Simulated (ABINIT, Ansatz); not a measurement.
Entries from a set of simulations; values are calculated unless marked as measured.

## How the form of the self-energy moves the gap of SnF3 (Fm-3m)

It takes space group Fm-3m (No. 225, cubic). Conventional cell: a = 8.698 Å, b = 8.698 Å, c = 8.698 Å, α = 90.00°, β = 90.00°, γ = 90.00°. Sn has 6 F at 1.98 Å nearest. Nearest to Sn lie 6 F at 2.36 Å. F has 2 Sn at 1.98 to 2.36 Å nearest. Farther neighbours, and contacts between anions beyond the nearest, are not listed.

```yaml
method: RPA screening on PBEsol, plane waves, norm-conserving pseudopotentials (and 3 further levels or steps)
program: ABINIT 10.8.3
settings: cutoff 38 Ha, PseudoDojo scalar-relativistic 0.4 stringent, norm-conserving, ngkpt (2, 2, 2), nband 243, ecuteps 5.2 Ha, gwcalctyp 2, nfreqre 16, nfreqim 8, inclvkb 2, freqremax 40 eV, spmeth 1, nomegasf 120, shiftk (0, 0, 0), symchi 1, awtr 1, frequency cd, 2×2×2 k-mesh
cost: 8 runs, 25 min in all on 8 MPI ranks of AMD EPYC 7R43, shared host
notes: The program’s warnings: Min real frequency set to default [Ha] = and nproc spkpt=  >= nkpt= * nsppol=. The cell and positions are those that the Materials Project relaxed with its own functionals (PBE, PBE+U or r2SCAN), kept fixed. Limits: no spin-orbit coupling. The 2×2×2 mesh is coarse for this cell, which bears on the long-range parts of exchange and screening.
g0w0_godby_needs_plasmon_pole: 5.261 eV
g0w0_von_der_linden_horsch_plasmon_pole: 5.443 eV
g0w0_hybertsen_louie_plasmon_pole: 5.509 eV
one_shot_hartree_fock: 10.235 eV
g0w0_contour_deformation: 5.065 eV
known_limits: short of the basis limit; no spin-orbit coupling; coarse k mesh
```

G0W0, von der Linden-Horsch plasmon pole: +0.182 eV against G0W0, Godby-Needs plasmon pole. G0W0, Hybertsen-Louie plasmon pole: +0.248 eV against G0W0, Godby-Needs plasmon pole.

[Long decimals in the printed logs are rounded to 6 places.]

[Logs are printed without paths, hosts, clocks, repeated set-up lines and the standing remarks that a program may print on its own settings, such as how far it seeks lower states.]

[Paths, hosts, dates, memory and timing lines, banners, echoed tables and standing remarks are left out of the program output; an Ansatz launch command may be rebuilt from the run's recorded settings. Measured values are a selection of at most five: reports struck by readers or far from the other reports are left out. None is set beside runs whose start may be inverted or whose files or cutoffs have a known fault.]

[Runs of the session that timed out or met a known fault of the program may be left out.]

[Hosts, paths, dates, database ids (printed as entryN), source tags and the programs' standing remarks are cut or masked in the printed files.]

[G0W0 gaps are taken among the corrected bands and points alone; a level outside them can change the order at an edge.]

[Where Ansatz stands beside ABINIT at settings called matched, ABINIT's density can come from a denser mesh and the files from another edition; pairs whose starting gaps differed by over 0.03 eV were left out, so agreement reads better than it is.]
